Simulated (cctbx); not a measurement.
# A crystallographic session in cctbx: MnBiSbO4

Library: cctbx 2025.11.

## 1. Energy scan

run.py:

```python
from cctbx import adptbx, crystal, miller, xray
from cctbx.array_family import flex
from cctbx.eltbx import sasaki

cs = crystal.symmetry(unit_cell=(9.847, 3.301, 12.629, 90, 90, 90), space_group_symbol='Hall: -P 2ac 2n')  # Pnma
atoms = [  # label, site, U (iso, or U11 U22 U33 U12 U13 U23 in A^2), occupancy
    ("Bi1", (0.4602, 0.25, 0.1122), (0.0084, 0.0060, 0.0059, 0.0000, -0.0003, 0.0000), 1),
    ("Sb1", (0.3526, 0.75, 0.4443), (0.0067, 0.0054, 0.0070, 0.0000, 0.0008, 0.0000), 1),
    ("Mn1", (0.1911, 0.75, 0.1663), (0.0081, 0.0071, 0.0081, 0.0000, -0.0002, 0.0000), 1),
    ("O1", (0.0432, 0.25, 0.0998), (0.0145, 0.0117, 0.0144, 0.0000, -0.0006, 0.0000), 1),
    ("O2", (0.2747, 0.75, 0.0055), (0.0142, 0.0124, 0.0118, 0.0000, -0.0027, 0.0000), 1),
    ("O3", (0.0743, 0.75, 0.3211), (0.0097, 0.0105, 0.0121, 0.0000, 0.0008, 0.0000), 1),
    ("O4", (0.3158, 0.25, 0.2299), (0.0113, 0.0099, 0.0114, 0.0000, -0.0022, 0.0000), 1),
]
xs = xray.structure(crystal_symmetry=cs)
for label, site, u, occ in atoms:
    u = adptbx.u_cif_as_u_star(cs.unit_cell(), u) if isinstance(u, tuple) else u
    xs.add_scatterer(xray.scatterer(label, site=site, u=u, occupancy=occ))
hkl = [(1, 0, 1), (1, 1, 1), (3, 0, 1), (1, 0, 3)]
ms = miller.set(cs, flex.miller_index(hkl + [tuple(-v for v in h) for h in hkl]), anomalous_flag=True)
print("E (eV)    f'(Mn)   f''   " + "".join("%16s" % ("|F|" + " ".join(map(str, h))) for h in hkl))
for e in [5939, 6289, 6419, 6479, 6509, 6524, 6531, 6535, 6543, 6547, 6554, 6569, 6599, 6689, 6939]:
    xs.set_inelastic_form_factors(12398.42 / e, "sasaki")
    t = sasaki.table("Mn").at_ev(e)
    f = flex.abs(ms.structure_factors_from_scatterers(xs, algorithm="direct").f_calc().data())
    n = len(hkl)
    print("%7.0f %7.2f %6.2f  " % (e, t.fp(), t.fdp()) + "".join("%9.1f/%6.1f" % (f[k], f[k + n]) for k in range(n)))
```

```console
$ python run.py
```

```text
E (eV)    f'(Mn)   f''           |F|1 0 1        |F|1 1 1        |F|3 0 1        |F|1 0 3
   5939   -2.19   0.55       97.6/  97.6    134.0/ 134.0    308.5/ 308.5    185.4/ 185.4
   6289   -3.00   0.50       97.2/  97.2    136.2/ 136.2    308.2/ 308.2    186.8/ 186.8
   6419   -3.73   0.48       97.4/  97.4    137.8/ 137.8    307.2/ 307.2    187.9/ 187.9
   6479   -4.48   0.47       97.8/  97.8    139.2/ 139.2    306.0/ 306.0    189.0/ 189.0
   6509   -5.18   0.47       98.3/  98.3    140.4/ 140.4    304.9/ 304.9    190.0/ 190.0
   6524   -5.91   0.46       98.7/  98.7    141.8/ 141.8    303.6/ 303.6    191.0/ 191.0
   6531   -6.58   0.46       99.2/  99.2    143.0/ 143.0    302.5/ 302.5    191.9/ 191.9
   6535   -7.29   0.46       99.7/  99.7    144.3/ 144.3    301.2/ 301.2    192.9/ 192.9
   6543   -7.51   3.96       99.4/  99.4    143.4/ 143.4    302.1/ 302.1    192.5/ 192.5
   6547   -6.67   3.95       98.8/  98.8    141.8/ 141.8    303.5/ 303.5    191.3/ 191.3
   6554   -5.93   3.95       98.3/  98.3    140.5/ 140.5    304.8/ 304.8    190.2/ 190.2
   6569   -5.12   3.93       97.7/  97.7    139.1/ 139.1    306.2/ 306.2    189.1/ 189.1
   6599   -4.33   3.89       97.0/  97.0    137.7/ 137.7    307.6/ 307.6    188.0/ 188.0
   6689   -3.23   3.79       96.1/  96.1    135.9/ 135.9    309.6/ 309.6    186.5/ 186.5
   6939   -2.10   3.55       94.8/  94.8    134.1/ 134.1    311.6/ 311.6    184.9/ 184.9
```

Run time: 0.22 s on 1 thread of Arm Neoverse V2 (shared host), peak memory 0.07 GiB.

[Logs are printed without paths, hosts, clocks, repeated set-up lines and the standing remarks that a program may print on its own settings, such as how far it seeks lower states.]
